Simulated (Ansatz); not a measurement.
# Resistivity from frozen vibrations: Ru(0001) with 2 thermally displaced layers, 2x2, part 2 of 2

How much do lattice vibrations at 273 K scatter the electrons of Ru? Layers with random displacements are laid between perfect leads, and the resistance is followed against their length.

Ansatz 0.2.0; Ansatz plane-wave DFT, PBE, PAW files; ballistic transport by layer matching (Landauer), zero bias; PAW set soft_1.

So far, open channels per spin nearest the Fermi level: step 2 (with 2 displaced layers) 4.94.

## (3) With 6 displaced layers

Each atom of 6 layers is moved at random, by amounts drawn from a normal law 0.0351 Å wide in each direction from the Debye model (600 K) at 273 K. A fresh draw is used; the growth of the resistance with length is what counts.

System of this step: Ru(0001) with 6 thermally displaced layers, 2x2. The cell holds 64 atoms: 64 Ru. Its edges and angles: a = 5.412 Å, b = 5.412 Å, c = 34.255 Å, α = 90.0°, β = 90.0°, γ = 120.0°. It derives from Ru. Regions: lead, 40 atoms (40 Ru); scattering region, 24 atoms (24 Ru). The structure is stacked along c, and the current runs across the ab planes.

Input file input.yaml:

```yaml
crystal:
  lattice:
    - [5.4116, 0.0, 0.0]
    - [-2.7058, 4.6865830751, 0.0]
    - [0.0, 0.0, 34.2552]
  atoms:
    - { symbol: Ru, position: [0.1666666667, 0.3333333333, 0.03125] }
    - { symbol: Ru, position: [0.1666666667, 0.8333333333, 0.03125] }
    - { symbol: Ru, position: [0.6666666667, 0.3333333333, 0.03125] }
    - { symbol: Ru, position: [0.6666666667, 0.8333333333, 0.03125] }
    - { symbol: Ru, position: [0.3333333333, 0.1666666667, 0.09375] }
    - { symbol: Ru, position: [0.3333333333, 0.6666666667, 0.09375] }
    - { symbol: Ru, position: [0.8333333333, 0.1666666667, 0.09375] }
    - { symbol: Ru, position: [0.8333333333, 0.6666666667, 0.09375] }
    - { symbol: Ru, position: [0.1666666667, 0.3333333333, 0.15625] }
    - { symbol: Ru, position: [0.1666666667, 0.8333333333, 0.15625] }
    - { symbol: Ru, position: [0.6666666667, 0.3333333333, 0.15625] }
    - { symbol: Ru, position: [0.6666666667, 0.8333333333, 0.15625] }
    - { symbol: Ru, position: [0.3333333333, 0.1666666667, 0.21875] }
    - { symbol: Ru, position: [0.3333333333, 0.6666666667, 0.21875] }
    - { symbol: Ru, position: [0.8333333333, 0.1666666667, 0.21875] }
    - { symbol: Ru, position: [0.8333333333, 0.6666666667, 0.21875] }
    - { symbol: Ru, position: [0.1666666667, 0.3333333333, 0.28125] }
    - { symbol: Ru, position: [0.1666666667, 0.8333333333, 0.28125] }
    - { symbol: Ru, position: [0.6666666667, 0.3333333333, 0.28125] }
    - { symbol: Ru, position: [0.6666666667, 0.8333333333, 0.28125] }
    - { symbol: Ru, position: [0.3271810886, 0.1622156716, 0.3434596549] }
    - { symbol: Ru, position: [0.3314785802, 0.672405679, 0.3421146573] }
    - { symbol: Ru, position: [0.8363322385, 0.1619818128, 0.3431906324] }
    - { symbol: Ru, position: [0.8240321044, 0.6655864405, 0.3434962472] }
    - { symbol: Ru, position: [0.1659096692, 0.3293359091, 0.4063460621] }
    - { symbol: Ru, position: [0.180000038, 0.8363963232, 0.4056621998] }
    - { symbol: Ru, position: [0.6723659033, 0.3323687444, 0.406858481] }
    - { symbol: Ru, position: [0.669176388, 0.8304046506, 0.4042722363] }
    - { symbol: Ru, position: [0.333143494, 0.1707965045, 0.4683605406] }
    - { symbol: Ru, position: [0.3398482111, 0.6740024234, 0.4681925039] }
    - { symbol: Ru, position: [0.8473922738, 0.1788123254, 0.4698555855] }
    - { symbol: Ru, position: [0.8449990548, 0.6748805517, 0.4710599903] }
    - { symbol: Ru, position: [0.1678798985, 0.333348941, 0.531867941] }
    - { symbol: Ru, position: [0.1549605813, 0.821701626, 0.5303462987] }
    - { symbol: Ru, position: [0.6708543366, 0.3368760196, 0.529675854] }
    - { symbol: Ru, position: [0.6532673973, 0.8309657509, 0.5310573182] }
    - { symbol: Ru, position: [0.3355281436, 0.1716944856, 0.5950090578] }
    - { symbol: Ru, position: [0.337125037, 0.6712550492, 0.5926278614] }
    - { symbol: Ru, position: [0.8265888083, 0.1684358505, 0.5944310107] }
    - { symbol: Ru, position: [0.840263007, 0.6711056987, 0.5945534608] }
    - { symbol: Ru, position: [0.165357885, 0.3202112549, 0.6554977771] }
    - { symbol: Ru, position: [0.1718529032, 0.8378017968, 0.6547007171] }
    - { symbol: Ru, position: [0.6726315256, 0.3300469305, 0.6560118587] }
    - { symbol: Ru, position: [0.6712495584, 0.8389473355, 0.6547816349] }
    - { symbol: Ru, position: [0.3333333333, 0.1666666667, 0.71875] }
    - { symbol: Ru, position: [0.3333333333, 0.6666666667, 0.71875] }
    - { symbol: Ru, position: [0.8333333333, 0.1666666667, 0.71875] }
    - { symbol: Ru, position: [0.8333333333, 0.6666666667, 0.71875] }
    - { symbol: Ru, position: [0.1666666667, 0.3333333333, 0.78125] }
    - { symbol: Ru, position: [0.1666666667, 0.8333333333, 0.78125] }
    - { symbol: Ru, position: [0.6666666667, 0.3333333333, 0.78125] }
    - { symbol: Ru, position: [0.6666666667, 0.8333333333, 0.78125] }
    - { symbol: Ru, position: [0.3333333333, 0.1666666667, 0.84375] }
    - { symbol: Ru, position: [0.3333333333, 0.6666666667, 0.84375] }
    - { symbol: Ru, position: [0.8333333333, 0.1666666667, 0.84375] }
    - { symbol: Ru, position: [0.8333333333, 0.6666666667, 0.84375] }
    - { symbol: Ru, position: [0.1666666667, 0.3333333333, 0.90625] }
    - { symbol: Ru, position: [0.1666666667, 0.8333333333, 0.90625] }
    - { symbol: Ru, position: [0.6666666667, 0.3333333333, 0.90625] }
    - { symbol: Ru, position: [0.6666666667, 0.8333333333, 0.90625] }
    - { symbol: Ru, position: [0.3333333333, 0.1666666667, 0.96875] }
    - { symbol: Ru, position: [0.3333333333, 0.6666666667, 0.96875] }
    - { symbol: Ru, position: [0.8333333333, 0.1666666667, 0.96875] }
    - { symbol: Ru, position: [0.8333333333, 0.6666666667, 0.96875] }
kpoints:
  mp_grid: { grid: [5, 5, 1] }
hamiltonian:
  xc: pbe
  pseudopotentials: { kind: paw, azcp: { folder: soft_1 } }
scf:
  occupations: { method: fermi_dirac, width: 0.1 }
output:
  transmission:
    leads: [[0, 8]]
    kmesh: [10, 10]
    e_range: [-0.05, 0.05]
    de: 0.05
  write_potential: true
  write_density: true
  volumetric_format: npy
```

Launch:

```bash
$ ansatz run input.yaml --threads 4 --pin off --max-ram 15360MiB --backend cpu --events-out ev --progress --plain --runs-dir out
```

Numbers of over 12 decimals in the logs are rounded to 6 here.

What it wrote:

```text
[...]
Crystal: 64 atoms, lattice volume = 868.777 Å³
Basis set: ecut = 420 eV, 16909 PW (Γ)
Bands: 615, of which v1, the nominal top of the filled ones, is band 512 counted from 1 (511 counted from 0)
Symmetry: 1 space group operations
[...]
k-points: 13 of 25 (time reversal used)
[...]
SCF iter   1: F=—  HF=-376278.232049 eV  |F-HF|=—  |Δ(HF+E_count)|=         —  Δρ=1.22e-1  dr2=1.24e2  ethr=3.10e-3  ⟨swp⟩=5.0  Hψ=25875  notcnv=0  defer=1
[...]
SCF iter   9: F=-376238.697952 eV  HF=-376238.697952 eV  |F-HF|=1.08e-8  |Δ(HF+E_count)|=   3.90e-9  Δρ=7.98e-7  dr2=1.29e-8  ethr=9.77e-12  ⟨swp⟩=7.2  Hψ=17199  notcnv=0
SCF 1 converged in 9 iterations: F = -376238.697952 eV  dr2 = 1.29e-8
[...]
transmission: 329 of 3276 steps passed
transmission: 656 of 3276 steps passed
[...]
transmission: 3276 of 3276 steps passed
SCF converged after 9 iterations
Free energy (F): -376238.697952 eV
[...]
Internal energy: -376236.618969 eV  (E = F + TS)
E sigma→0 (E₀):  -376237.658461 eV
Entropy (-TS):   -2.078984 eV (-32.484 meV/atom)
Fermi energy:    23.366955 eV
[...]
--- Band table (eV; the first three rows and the last of 13) ---
  k-point 0: bands = [... 508 lower, 24.1096, 24.1222, 24.1259, 24.1367, 24.1486, 24.1567, 24.2540, 24.2700, ... 99 higher]
  k-point 1: bands = [... 508 lower, 23.5263, 23.8012, 23.8385, 23.8682, 23.8783, 23.8820, 23.8954, 23.9055, ... 99 higher]
  k-point 2: bands = [... 508 lower, 23.0609, 23.1016, 23.1399, 23.1560, 23.1980, 23.2281, 23.3375, 23.3641, ... 99 higher]
  k-point 12: bands = [... 508 lower, 23.2725, 23.2800, 23.2955, 23.3121, 23.3216, 23.4061, 23.4115, 23.4221, ... 99 higher]
--- Transmission ---
  basis      : 223 plane waves across, 63 finite elements along
  points     : 52, standing for a mesh of 10 x 10
[...]
channels       : 5.280000e0 a spin
[...]
junction   : crystal 0 to crystal 0, 0.70 to 30.67 Å
    transmission   : 4.755296e0 a spin
[...]
```

It took 18 min on 4 threads of Arm Neoverse V1, shared host; peak memory 10 GiB; 65 min of CPU time.

This step gave:

```
free energy                                    : -376238.6980 eV
energy at zero smearing                        : -376237.6585 eV
Fermi energy                                   : 23.37 eV
transmission per spin nearest the Fermi level  : 4.755
open channels per spin nearest the Fermi level : 5.28
step of the lead's potential                   : 1.3 meV
```

Per spin. The transmission, zone mean by energy, zero at the Fermi level:

```
energy (eV)  transmission, zone mean
    -0.0500                     4.77
     0.0000                     4.76
     0.0500                     5.08
```

Over the solved energies the transmission per spin lies between 4.76 and 5.08, out of 5.5 channels of the lead on average (up to 6.06).

## (4) With 10 displaced layers

Each atom of 10 layers is moved at random, by amounts drawn from a normal law 0.0351 Å wide in each direction from the Debye model (600 K) at 273 K. A fresh draw is used; the growth of the resistance with length is what counts.

System of this step: Ru(0001) with 10 thermally displaced layers, 2x2. The cell holds 80 atoms: 80 Ru. Its edges and angles: a = 5.412 Å, b = 5.412 Å, c = 42.819 Å, α = 90.0°, β = 90.0°, γ = 120.0°. It derives from Ru. Regions: lead, 40 atoms (40 Ru); scattering region, 40 atoms (40 Ru). The structure is stacked along c, and the current runs across the ab planes.

Input file input.yaml:

```yaml
crystal:
  lattice:
    - [5.4116, 0.0, 0.0]
    - [-2.7058, 4.6865830751, 0.0]
    - [0.0, 0.0, 42.819]
  atoms:
    - { symbol: Ru, position: [0.1666666667, 0.3333333333, 0.025] }
    - { symbol: Ru, position: [0.1666666667, 0.8333333333, 0.025] }
    - { symbol: Ru, position: [0.6666666667, 0.3333333333, 0.025] }
    - { symbol: Ru, position: [0.6666666667, 0.8333333333, 0.025] }
    - { symbol: Ru, position: [0.3333333333, 0.1666666667, 0.075] }
    - { symbol: Ru, position: [0.3333333333, 0.6666666667, 0.075] }
    - { symbol: Ru, position: [0.8333333333, 0.1666666667, 0.075] }
    - { symbol: Ru, position: [0.8333333333, 0.6666666667, 0.075] }
    - { symbol: Ru, position: [0.1666666667, 0.3333333333, 0.125] }
    - { symbol: Ru, position: [0.1666666667, 0.8333333333, 0.125] }
    - { symbol: Ru, position: [0.6666666667, 0.3333333333, 0.125] }
    - { symbol: Ru, position: [0.6666666667, 0.8333333333, 0.125] }
    - { symbol: Ru, position: [0.3333333333, 0.1666666667, 0.175] }
    - { symbol: Ru, position: [0.3333333333, 0.6666666667, 0.175] }
    - { symbol: Ru, position: [0.8333333333, 0.1666666667, 0.175] }
    - { symbol: Ru, position: [0.8333333333, 0.6666666667, 0.175] }
    - { symbol: Ru, position: [0.1666666667, 0.3333333333, 0.225] }
    - { symbol: Ru, position: [0.1666666667, 0.8333333333, 0.225] }
    - { symbol: Ru, position: [0.6666666667, 0.3333333333, 0.225] }
    - { symbol: Ru, position: [0.6666666667, 0.8333333333, 0.225] }
    - { symbol: Ru, position: [0.34004298, 0.1672455158, 0.2743681824] }
    - { symbol: Ru, position: [0.3233631611, 0.6502969703, 0.2744691624] }
    - { symbol: Ru, position: [0.831858103, 0.1613566029, 0.2747311356] }
    - { symbol: Ru, position: [0.8325626464, 0.6670289901, 0.2758365917] }
    - { symbol: Ru, position: [0.1655317543, 0.3313864391, 0.3254415147] }
    - { symbol: Ru, position: [0.178851454, 0.8307665034, 0.3254203851] }
    - { symbol: Ru, position: [0.6614750131, 0.343409708, 0.325540481] }
    - { symbol: Ru, position: [0.6750895825, 0.8328910323, 0.3241452288] }
    - { symbol: Ru, position: [0.341901855, 0.1723098629, 0.3742893088] }
    - { symbol: Ru, position: [0.3254621686, 0.6700302074, 0.374859514] }
    - { symbol: Ru, position: [0.8479748763, 0.1620665882, 0.37456675] }
    - { symbol: Ru, position: [0.8263801666, 0.6541970888, 0.3742712364] }
    - { symbol: Ru, position: [0.1768394791, 0.3323494506, 0.4245013183] }
    - { symbol: Ru, position: [0.1605911999, 0.837680559, 0.425539591] }
    - { symbol: Ru, position: [0.6668725787, 0.3304186133, 0.4252504423] }
    - { symbol: Ru, position: [0.6665919536, 0.8282342028, 0.4255101112] }
    - { symbol: Ru, position: [0.3147871395, 0.157013181, 0.4747508863] }
    - { symbol: Ru, position: [0.3282700299, 0.6579474332, 0.4752694456] }
    - { symbol: Ru, position: [0.8418685678, 0.1700445663, 0.4751840413] }
    - { symbol: Ru, position: [0.8402194405, 0.6696955626, 0.474063615] }
    - { symbol: Ru, position: [0.1701882747, 0.3430040589, 0.5240676302] }
    - { symbol: Ru, position: [0.1656136321, 0.8304191932, 0.5242639219] }
    - { symbol: Ru, position: [0.6604845262, 0.3340898787, 0.5252584847] }
    - { symbol: Ru, position: [0.6632561565, 0.8225039397, 0.5247633259] }
    - { symbol: Ru, position: [0.3391208581, 0.1737572892, 0.575551239] }
    - { symbol: Ru, position: [0.3428351426, 0.6748831002, 0.5756753492] }
    - { symbol: Ru, position: [0.8282635461, 0.1671013329, 0.5744154572] }
    - { symbol: Ru, position: [0.8115938617, 0.654078523, 0.576712237] }
    - { symbol: Ru, position: [0.1510247519, 0.3165422683, 0.6245206124] }
    - { symbol: Ru, position: [0.1763583964, 0.832996646, 0.6253344962] }
    - { symbol: Ru, position: [0.6646018357, 0.332710033, 0.6260382412] }
    - { symbol: Ru, position: [0.6715062198, 0.8326873973, 0.6257308398] }
    - { symbol: Ru, position: [0.3394812798, 0.165025337, 0.675221299] }
    - { symbol: Ru, position: [0.3324790666, 0.6616618108, 0.6759433485] }
    - { symbol: Ru, position: [0.8299302993, 0.1620274741, 0.6736263899] }
    - { symbol: Ru, position: [0.8308383163, 0.6780905302, 0.674065517] }
    - { symbol: Ru, position: [0.1680778319, 0.3305837842, 0.7254191232] }
    - { symbol: Ru, position: [0.1676661626, 0.8275197531, 0.7247607652] }
    - { symbol: Ru, position: [0.6677399783, 0.334191179, 0.7249766312] }
    - { symbol: Ru, position: [0.6669917422, 0.8380469649, 0.7260795975] }
    - { symbol: Ru, position: [0.3333333333, 0.1666666667, 0.775] }
    - { symbol: Ru, position: [0.3333333333, 0.6666666667, 0.775] }
    - { symbol: Ru, position: [0.8333333333, 0.1666666667, 0.775] }
    - { symbol: Ru, position: [0.8333333333, 0.6666666667, 0.775] }
    - { symbol: Ru, position: [0.1666666667, 0.3333333333, 0.825] }
    - { symbol: Ru, position: [0.1666666667, 0.8333333333, 0.825] }
    - { symbol: Ru, position: [0.6666666667, 0.3333333333, 0.825] }
    - { symbol: Ru, position: [0.6666666667, 0.8333333333, 0.825] }
    - { symbol: Ru, position: [0.3333333333, 0.1666666667, 0.875] }
    - { symbol: Ru, position: [0.3333333333, 0.6666666667, 0.875] }
    - { symbol: Ru, position: [0.8333333333, 0.1666666667, 0.875] }
    - { symbol: Ru, position: [0.8333333333, 0.6666666667, 0.875] }
    - { symbol: Ru, position: [0.1666666667, 0.3333333333, 0.925] }
    - { symbol: Ru, position: [0.1666666667, 0.8333333333, 0.925] }
    - { symbol: Ru, position: [0.6666666667, 0.3333333333, 0.925] }
    - { symbol: Ru, position: [0.6666666667, 0.8333333333, 0.925] }
    - { symbol: Ru, position: [0.3333333333, 0.1666666667, 0.975] }
    - { symbol: Ru, position: [0.3333333333, 0.6666666667, 0.975] }
    - { symbol: Ru, position: [0.8333333333, 0.1666666667, 0.975] }
    - { symbol: Ru, position: [0.8333333333, 0.6666666667, 0.975] }
kpoints:
  mp_grid: { grid: [5, 5, 1] }
hamiltonian:
  xc: pbe
  pseudopotentials: { kind: paw, azcp: { folder: soft_1 } }
scf:
  occupations: { method: fermi_dirac, width: 0.1 }
output:
  transmission:
    leads: [[0, 8]]
    kmesh: [10, 10]
    e_range: [-0.05, 0.05]
    de: 0.05
  write_potential: true
  write_density: true
  volumetric_format: npy
```

What it wrote:

```text
[...]
Crystal: 80 atoms, lattice volume = 1085.972 Å³
Basis set: ecut = 420 eV, 21185 PW (Γ)
Bands: 768, of which v1, the nominal top of the filled ones, is band 640 counted from 1 (639 counted from 0)
Symmetry: 1 space group operations
[...]
k-points: 13 of 25 (time reversal used)
[...]
SCF iter   1: F=—  HF=-470347.486256 eV  |F-HF|=—  |Δ(HF+E_count)|=         —  Δρ=1.22e-1  dr2=1.56e2  ethr=3.10e-3  ⟨swp⟩=5.0  Hψ=32539  notcnv=0  defer=24
[...]
SCF iter   9: F=-470298.089802 eV  HF=-470298.089802 eV  |F-HF|=3.25e-8  |Δ(HF+E_count)|=   4.19e-9  Δρ=6.02e-7  dr2=3.38e-8  ethr=7.81e-12  ⟨swp⟩=7.5  Hψ=21259  notcnv=0
SCF 1 converged in 9 iterations: F = -470298.089802 eV  dr2 = 3.38e-8
[...]
transmission: 427 of 4264 steps passed
transmission: 855 of 4264 steps passed
[...]
transmission: 4264 of 4264 steps passed
SCF converged after 9 iterations
Free energy (F): -470298.089802 eV
[...]
Internal energy: -470295.534689 eV  (E = F + TS)
E sigma→0 (E₀):  -470296.812245 eV
Entropy (-TS):   -2.555113 eV (-31.939 meV/atom)
Fermi energy:    23.360020 eV
[...]
--- Band table (eV; the first three rows and the last of 13) ---
  k-point 0: bands = [... 636 lower, 24.2384, 24.2548, 24.3623, 24.3758, 24.3929, 24.3990, 24.4008, 24.4143, ... 124 higher]
  k-point 1: bands = [... 636 lower, 23.6113, 23.6317, 23.6495, 23.8131, 23.8208, 23.8285, 23.8446, 23.8713, ... 124 higher]
  k-point 2: bands = [... 636 lower, 23.1381, 23.1459, 23.1565, 23.1797, 23.1890, 23.2009, 23.2783, 23.2969, ... 124 higher]
  k-point 12: bands = [... 636 lower, 23.1755, 23.2851, 23.2967, 23.3358, 23.3467, 23.3593, 23.3652, 23.3779, ... 124 higher]
--- Transmission ---
  basis      : 223 plane waves across, 82 finite elements along
  points     : 52, standing for a mesh of 10 x 10
[...]
channels       : 5.280000e0 a spin
[...]
junction   : crystal 0 to crystal 0, 1.44 to 39.98 Å
    transmission   : 4.397296e0 a spin
[...]
```

Run time: 29 min. Hardware: 4 threads; peak memory 8.4 GiB; 1.8 h of CPU time.

This step gave:

| Quantity | Value |
| --- | --- |
| free energy | -470298.0898 eV |
| energy at zero smearing | -470296.8122 eV |
| Fermi energy | 23.36 eV |
| transmission per spin nearest the Fermi level | 4.397 |
| step of the lead's potential | 0.8 meV |

Per spin. Table of transmission, zone mean by energy, zero at the Fermi level:

```
energy (eV)  transmission, zone mean
    -0.0500                     4.44
     0.0000                     4.40
     0.0500                     4.58
```

Over the solved energies the transmission per spin lies between 4.40 and 4.58, out of 5.44 channels of the lead on average (up to 5.88).

## (5) Resistance against length

This step: Ansatz plane-wave DFT, PBE, PAW files; ballistic transport by layer matching (Landauer), zero bias; resistivity from the slope of the area resistance; PAW set soft_1 (Ansatz 0.2.0).

This step gave:

* resistivity: 6.451 µΩ cm
* intercept: -0.007356 fΩ m²
* scatter about the fit: 1.00e-3 fΩ m²

Resistance, by row:

```
run  length (Å)      T  channels N  RA (fΩ m²)
 n2       4.282  5.087       5.247     0.01956
 n6       12.85   4.87         5.5     0.07693
n10       21.41  4.473        5.44      0.1301
```

Area resistance against length of the displaced region:

```
length of the displaced region (Å)  area resistance (fΩ m²)
                              4.28                   0.0196
                             12.85                   0.0769
                             21.41                    0.130
```

The area resistance goes from 0.020 to 0.13 fΩ m² between 4.3 and 21.4 Å, a slope of 6.5 µΩ cm.

By hand from the end points: (0.1301 − 0.01956) fΩ m² / (21.41 − 4.28) Å = 6.5 µΩ cm, since 1 fΩ m² per Å is 1000 µΩ cm.

## (6) Summary of results

```
resistivity from the slope  : 6.45 µΩ cm
area resistance over 4.28 Å : 0.0196 fΩ m²
area resistance over 12.8 Å : 0.0769 fΩ m²
area resistance over 21.4 Å : 0.130 fΩ m²
```

In words: The slope gives 6.5 µΩ cm. The points scatter by 1.0e-3 fΩ m² about the line, with one random draw a length in a 2x2 cell, so the slope is a rough value. The mean square of the displacements drawn is 0.84, 0.86 and 0.90 of the nominal one at the three lengths; with each resistance scaled back by that, the slope is 7.1 µΩ cm, the value used below. The lead's own channel count moves between the runs (5.25, 5.5 and 5.44), which shifts RA and the slope too. The current runs along the hexagonal axis, while the measured value below is not for that direction. Read with a model of isotropic scattering on a spherical Fermi surface and the lead's 1.6×10¹⁵ S/m², this slope means a mean free path near 75 Å; over these lengths the model's slope is 1.14 times its bulk resistivity, which would be 6.2 µΩ cm. Uncorrelated displacements put too much weight on short waves, which scatter strongly; with the sideways repeat of a small cell, one draw and three short lengths, the method is good to a factor of two or three. The measured value is 7.1 µΩ cm (CRC Handbook of Chemistry and Physics, 84th ed., 2003, Electrical Resistivity of Pure Metals); the scaled slope is 1.00 times that and the corrected value 0.88: fair for so small a cell.

[Logs are printed without paths, hosts, clocks, repeated set-up lines and the standing remarks that a program may print on its own settings, such as how far it seeks lower states.]

[Hosts, paths, dates, database ids (printed as entryN), source tags and the programs' standing remarks are cut or masked in the printed files.]
